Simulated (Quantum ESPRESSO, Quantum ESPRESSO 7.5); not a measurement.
# K(110): thickness series by an ASE script

Aim: how the work function and the surface energy of K(110) settle with the number of layers.

Main program and level: Quantum ESPRESSO 7.5; plane-wave DFT, PBE, GBRV ultrasoft pseudopotentials.

**What experiment says.**

“Anisotropic work function of elemental crystals” (2019, arxiv:1902.07811) quotes from earlier work for K (polycrystalline sample, no single face): work function, loosely compared (polycrystalline sample, no single face) 2.29 eV.

### 1. The structure

The cell holds 8 atoms: 8 K. Cell: a = 4.529 Å, b = 4.529 Å, c = 40.887 Å, α = 90.0°, β = 90.0°, γ = 70.5°. It derives from K. Vacuum lies along c.

As a file:

```
K
1.0
     3.69817   -2.61500    0.00000
     3.69817    2.61500    0.00000
     0.00000    0.00000   40.88718
K
8
Cartesian
  0.0000 0.0000 7.5000
  3.6982 0.0000 11.1982
  0.0000 0.0000 14.8963
  3.6982 0.0000 18.5945
  0.0000 0.0000 22.2927
  3.6982 0.0000 25.9908
  0.0000 0.0000 29.6890
  3.6982 0.0000 33.3872
```

### 2. Running the series

ASE writes the inputs, starts pw.x and reads the results. Under ESM bc1 the zero of energy of a symmetric slab is the vacuum, so the work function is minus the Fermi level.

Contents of run.py:

```python
import json
import numpy as np
from ase.build import bcc110
from ase.calculators.espresso import Espresso, EspressoProfile

profile = EspressoProfile(command='mpirun -n 4 pw.x -nk 4', pseudo_dir='../pseudo')
pseudopotentials = {'K': 'k_pbe_v1.4.uspp.F.UPF'}
system = {'ecutwfc': 40, 'ecutrho': 200, 'occupations': 'smearing', 'smearing': 'mv', 'degauss': 0.02}


def calculator(name, kpts, **extra):
    data = dict(control=dict(tprnfor=True, verbosity='high', disk_io='none'),
                system=system | extra,
                electrons=dict(conv_thr=1e-07, mixing_beta=0.4, mixing_mode='local-TF',
                               electron_maxstep=100))
    return Espresso(profile=profile, directory=name, pseudopotentials=pseudopotentials, kpts=kpts, input_data=data)


def centre(atoms):
    z = atoms.positions[:, 2]
    atoms.positions[:, 2] -= (z.max() + z.min()) / 2  # ESM wants the slab about z = 0
    return atoms


rows = []
for n in [3, 4, 5, 6, 7, 8]:
    slab = centre(bcc110('K', size=(1, 1, n), a=5.23, vacuum=7.5, periodic=True))
    slab.set_initial_magnetic_moments([0.0] * n)
    slab.calc = calculator(f'n{n}', (8, 8, 1), assume_isolated='esm', esm_bc='bc1')
    energy = slab.get_potential_energy()
    work = -slab.calc.get_fermi_level()
    force = slab.get_forces()[-1, 2]
    rows.append([n, energy, work, force])
    print(f'{n} layers: E = {energy:.5f} eV, work function {work:.3f} eV, force on the top atom {force:+.3f} eV/A')

n, energy = np.array(rows)[:, :2].T
slope, offset = np.polyfit(n[1:], energy[1:], 1)
area = np.linalg.norm(np.cross(*slab.cell[:2]))
gamma = offset / (2 * area) * 16.0218
print(f'bulk energy from the slope {slope:.5f} eV an atom; unrelaxed surface energy {gamma:.3f} J/m^2')
json.dump(dict(rows=rows, slope=slope, gamma=gamma), open('result.json', 'w'))
```

On the command line:

```bash
> OMP_NUM_THREADS=1 python run.py
```

The log of the run:

```text
3 layers: E = -2325.82198 eV, work function 2.421 eV, force on the top atom +0.001 eV/A
4 layers: E = -3101.18390 eV, work function 2.378 eV, force on the top atom +0.005 eV/A
5 layers: E = -3876.54750 eV, work function 2.374 eV, force on the top atom -0.001 eV/A
6 layers: E = -4651.90699 eV, work function 2.372 eV, force on the top atom -0.000 eV/A
7 layers: E = -5427.26862 eV, work function 2.369 eV, force on the top atom +0.001 eV/A
8 layers: E = -6202.62895 eV, work function 2.374 eV, force on the top atom +0.006 eV/A
bulk energy from the slope -775.36112 eV an atom; unrelaxed surface energy 0.107 J/m^2
```

Elapsed: 45 min, on 4 MPI ranks of Arm Neoverse V2, shared host; peak memory 2.3 GiB; 3 h of CPU time.

The input that ASE wrote for the first run, and its log:

```
&CONTROL
   verbosity        = 'high'
   tprnfor          = .true.
   disk_io          = 'none'
   pseudo_dir       = '../pseudo'
/
&SYSTEM
   ecutwfc          = 40
   ecutrho          = 200
   occupations      = 'smearing'
   degauss          = 0.02
   smearing         = 'mv'
   assume_isolated  = 'esm'
   esm_bc           = 'bc1'
   ntyp             = 1
   nat              = 3
   ibrav            = 0
/
&ELECTRONS
   electron_maxstep = 100
   conv_thr         = 1e-07
   mixing_mode      = 'local-TF'
   mixing_beta      = 0.4
/
&IONS
/
&CELL
/
&FCP
/
&RISM
/
ATOMIC_SPECIES
K 39.0983 k_pbe_v1.4.uspp.F.UPF

K_POINTS automatic
8 8 1  0 0 0

CELL_PARAMETERS angstrom
5.23000000000000 0.00000000000000 0.00000000000000
2.61500000000000 3.69816846560564 0.00000000000000
0.00000000000000 0.00000000000000 22.39633693121129

ATOMIC_POSITIONS angstrom
K 0.0000000000 0.0000000000 -3.6981684656  
K 0.0000000000 3.6981684656 0.0000000000  
K 0.0000000000 0.0000000000 3.6981684656
```

```text
Program PWSCF v.7.5 starts
[citation notice left out]

     Parallel version (MPI & OpenMP), running on       4 processor cores
     Number of MPI processes:                 4
     Threads/MPI process:                     1

     MPI processes distributed on     1 nodes
[... 1 line left out ...]

Warning: card &CELL ignored
Warning: card &FCP ignored
Warning: card &RISM ignored

     Current dimensions of program PWSCF are:
     Max number of different atomic species (ntypx) = 10
     Max number of k-points (npk) =  40000
     Max angular momentum in pseudopotentials (lmaxx) =  4
     Message from routine setup:
     using ibrav=0 with symmetry is DISCOURAGED, use correct ibrav instead

     K-points division:     npool     =       4
     Subspace diagonalization in iterative solution of the eigenvalue problem:
     a serial algorithm will be used

     G-vector sticks info
     --------------------
     sticks:   dense  smooth     PW     G-vecs:    dense   smooth      PW
     Sum        1105     875    265               139663    99781   16823

     Using Slab Decomposition

     bravais-lattice index     =            0
     lattice parameter (alat)  =       9.8833  a.u.
     unit-cell volume          =    2923.2232 (a.u.)^3
     number of atoms/cell      =            3
     number of atomic types    =            1
     number of electrons       =        27.00
     number of Kohn-Sham states=           18
     kinetic-energy cutoff     =      40.0000  Ry
     charge density cutoff     =     200.0000  Ry
     scf convergence threshold =      1.0E-07
     mixing beta               =       0.4000
     number of iterations used =            8  local-TF  mixing
     Exchange-correlation=  SLA  PW   PBX  PBC
                           (   1   4   3   4   0   0   0)

     Effective Screening Medium Method
     =================================
     Boundary Conditions: Vacuum-Slab-Vacuum
     total charge in unit cell        =   0.0000
     grid points for fit at edges     =        4

[... 10 lines left out ...]
     PseudoPot. # 1 for K  read from file:
     ../pseudo/k_pbe_v1.4.uspp.F.UPF
     Pseudo is Ultrasoft + core correction, Zval =  9.0
     Generated by new atomic code, or converted to UPF format
     Using radial grid of  841 points,  6 beta functions with:
                l(1) =   0
                l(2) =   0
                l(3) =   1
                l(4) =   1
                l(5) =   2
                l(6) =   2
     Q(r) pseudized with  6 coefficients,  rinner =    1.500   1.500   1.500
                                                       1.500   1.500

     atomic species   valence    mass     pseudopotential
     K                 9.00    39.09830     K ( 1.00)

      8 Sym. Ops., with inversion, found

                                    s                        frac. trans.

      isym =  1     identity

[... 588 lines left out ...]
   -18.1708 -18.0198 -18.0070 -17.9942  -4.4265  -3.8276  -2.8978  -1.7754
    -1.0830  -0.1322

     occupation numbers
     1.0000   1.0000   1.0000   1.0000   1.0000   1.0000   1.0000   1.0000
     1.0000   1.0000   1.0000   1.0000   1.0000   1.0000   1.0640   0.0000
     0.0000   0.0000

[... 160 lines left out ...]

     the Fermi energy is    -2.4207 ev

!    total energy              =    -170.94477745 Ry
     estimated scf accuracy    <       0.00000006 Ry
     smearing contrib. (-TS)   =      -0.00078392 Ry
     internal energy E=F+TS    =    -170.94399353 Ry

     The total energy is F=E-TS. E is the sum of the following terms:
     one-electron contribution =     772.08918847 Ry
     hartree contribution      =    -389.23535739 Ry
     xc contribution           =     -26.87423060 Ry
     ewald contribution        =    -526.92359400 Ry

     convergence has been achieved in  29 iterations

     negative rho (up, down):  9.355E-07 0.000E+00

     Forces acting on atoms (cartesian axes, Ry/au):

     atom    1 type  1   force =     0.00000000    0.00000000   -0.00003243
     atom    2 type  1   force =     0.00000000    0.00000000    0.00000000
     atom    3 type  1   force =     0.00000000    0.00000000    0.00003243
     The non-local contrib.  to forces
     atom    1 type  1   force =     0.00000000   -0.00000000   -0.02298514
     atom    2 type  1   force =     0.00000000   -0.00000000    0.00000000
     atom    3 type  1   force =     0.00000000    0.00000000    0.02298514
     The ionic contribution  to forces
     atom    1 type  1   force =    -0.00000000   -0.00000000  -29.27824885
     atom    2 type  1   force =     0.00000000    0.00000000    0.00000000
     atom    3 type  1   force =    -0.00000000   -0.00000000   29.27824885
     The local contribution  to forces
     atom    1 type  1   force =     0.00000000   -0.00000000   29.30144645
     atom    2 type  1   force =    -0.00000000    0.00000000   -0.00001117
     atom    3 type  1   force =    -0.00000000   -0.00000000  -29.30146879
     The core correction contribution to forces
     atom    1 type  1   force =     0.00000000    0.00000000    0.00003090
     atom    2 type  1   force =     0.00000000   -0.00000000    0.00000000
     atom    3 type  1   force =     0.00000000   -0.00000000   -0.00003090
     The Hubbard contrib.    to forces
     atom    1 type  1   force =     0.00000000    0.00000000    0.00000000
     atom    2 type  1   force =     0.00000000    0.00000000    0.00000000
     atom    3 type  1   force =     0.00000000    0.00000000    0.00000000
     The SCF correction term to forces
     atom    1 type  1   force =    -0.00000002   -0.00000000   -0.00028698
     atom    2 type  1   force =     0.00000000    0.00000000   -0.00000002
     atom    3 type  1   force =     0.00000000   -0.00000000    0.00028695

     Total force =     0.000046     Total SCF correction =     0.000406
     SCF correction compared to forces is large: reduce conv_thr to get better values
     Message from routine punch:
     Nothing written, as per user request (disk_io='none')

[... 1 line left out ...]

[... 1 line left out ...]

[... 1 line left out ...]

[... 3 lines left out ...]

[... 1 line left out ...]

[... 2 lines left out ...]

[... 1 line left out ...]

[... 1 line left out ...]

=------------------------------------------------------------------------------=
   JOB DONE.
=------------------------------------------------------------------------------=
```

Read from the output:

| Item | Value |
| --- | --- |
| surface energy | 0.1075 J/m² |
| work function of the thickest slab | 2.374 eV |

Table of work function by layers:

```csv
layers,work function (eV)
3.00,2.42
4.00,2.38
5.00,2.37
6.00,2.37
7.00,2.37
8.00,2.37
```

The force on the top atom along the normal by layers:

```csv
layers,force on the top atom along the normal (eV/Å)
3.00,8.3e-4
4.00,0.00453
5.00,-6.0e-4
6.00,-1.6e-4
7.00,0.00105
8.00,0.00574
```

Energy less the bulk line's slope against layers:

```csv
layers,energy less the bulk line's slope (meV)
3.00,261
4.00,261
5.00,258
6.00,260
7.00,259
8.00,260
```

### 3. The script: PBE, SSSP efficiency

Level of this step: plane-wave DFT, PBE, SSSP efficiency pseudopotentials (Quantum ESPRESSO 7.5).

run.py, as its differences from the input of step 2:

```diff
@@ -6,4 +6,4 @@
 profile = EspressoProfile(command='mpirun -n 4 pw.x -nk 4', pseudo_dir='../pseudo')
-pseudopotentials = {'K': 'k_pbe_v1.4.uspp.F.UPF'}
-system = {'ecutwfc': 40, 'ecutrho': 200, 'occupations': 'smearing', 'smearing': 'mv', 'degauss': 0.02}
+pseudopotentials = {'K': 'K.pbe-spn-kjpaw_psl.1.0.0.UPF'}
+system = {'ecutwfc': 45, 'ecutrho': 360, 'occupations': 'smearing', 'smearing': 'mv', 'degauss': 0.02}
```

On the command line:

```bash
> OMP_NUM_THREADS=1 python run.py
```

The log of the run:

```text
3 layers: E = -4612.47620 eV, work function 2.428 eV, force on the top atom +0.005 eV/A
4 layers: E = -6150.05633 eV, work function 2.383 eV, force on the top atom -0.002 eV/A
5 layers: E = -7687.63763 eV, work function 2.382 eV, force on the top atom +0.014 eV/A
6 layers: E = -9225.21498 eV, work function 2.380 eV, force on the top atom +0.005 eV/A
7 layers: E = -10762.79453 eV, work function 2.375 eV, force on the top atom +0.012 eV/A
8 layers: E = -12300.37329 eV, work function 2.381 eV, force on the top atom +0.007 eV/A
bulk energy from the slope -1537.57908 eV an atom; unrelaxed surface energy 0.107 J/m^2
```

Wall time 27 min (4 MPI ranks); peak memory 3.8 GiB.

Numbers from this step:

| Item | Value |
| --- | --- |
| surface energy | 0.1073 J/m² |
| work function of the thickest slab | 2.381 eV |

Work function against layers:

```csv
layers,work function (eV)
3.00,2.43
4.00,2.38
5.00,2.38
6.00,2.38
7.00,2.38
8.00,2.38
```

Table of force on the top atom along the normal by layers:

```csv
layers,force on the top atom along the normal (eV/Å)
3.00,0.00501
4.00,-0.00195
5.00,0.0137
6.00,0.00546
7.00,0.0123
8.00,0.00725
```

Table of energy less the bulk line's slope by layers:

```csv
layers,energy less the bulk line's slope (meV)
3.00,261
4.00,260
5.00,258
6.00,260
7.00,259
8.00,259
```

### 4. By hand

γ = (E_N − N e_bulk)/(2A). The excess of the thickest slab is 0.260 eV and A = 19.341 Å²: 0.260/(2 × 19.341) × 16.02 = 0.11 J/m² (1 eV/Å² = 16.02 J/m²); the fit's intercept gives 0.11.

### 5. Summary of results

```json
{
 "work function of the thickest slab, PBE, GBRV ultrasoft": "2.37 eV",
 "unrelaxed surface energy, PBE, GBRV ultrasoft": "0.11 J/m²",
 "work function of the thickest slab, PBE, SSSP efficiency": "2.38 eV",
 "unrelaxed surface energy, PBE, SSSP efficiency": "0.11 J/m²"
}
```

What this shows: The thickest slab gives a work function of 2.37 eV and the series an unrelaxed surface energy of 0.11 J/m² (PBE, GBRV ultrasoft). The work function swings by 0.05 eV over 3 to 8 layers and by 0.00 eV over the last step; confined states crossing the Fermi level and the finite mesh both contribute. From 3 layers on it stays within 0.1 eV. The top atom feels almost no force. The slabs are cut from the bulk at the tabulated lattice constant and not relaxed; the surface energy comes from a straight line through the energies of all but the thinnest slab.

Computed beside measured:

| quantity | measured | PBE, GBRV | PBE, SSSP efficiency |
| --- | --- | --- | --- |
| work function, loosely compared (polycrystalline sample, no single face) (eV) | 2.29 | 2.37 (+0.08 eV) | 2.38 (+0.09 eV) |

Measured values from arxiv:1902.07811 (2019).

**Verdict.** A polycrystal averages over faces, so this is a loose comparison.

[Logs are printed without paths, hosts, clocks, repeated set-up lines and the standing remarks that a program may print on its own settings, such as how far it seeks lower states.]

[Hosts, paths, dates, database ids (printed as entryN), source tags and the programs' standing remarks are cut or masked in the printed files.]

[Maps of the electrostatic potential energy from Ansatz leave out the sawtooth potential of an applied field or a dipole correction, so their vacuum need not be flat; planar profiles and work functions include it.]
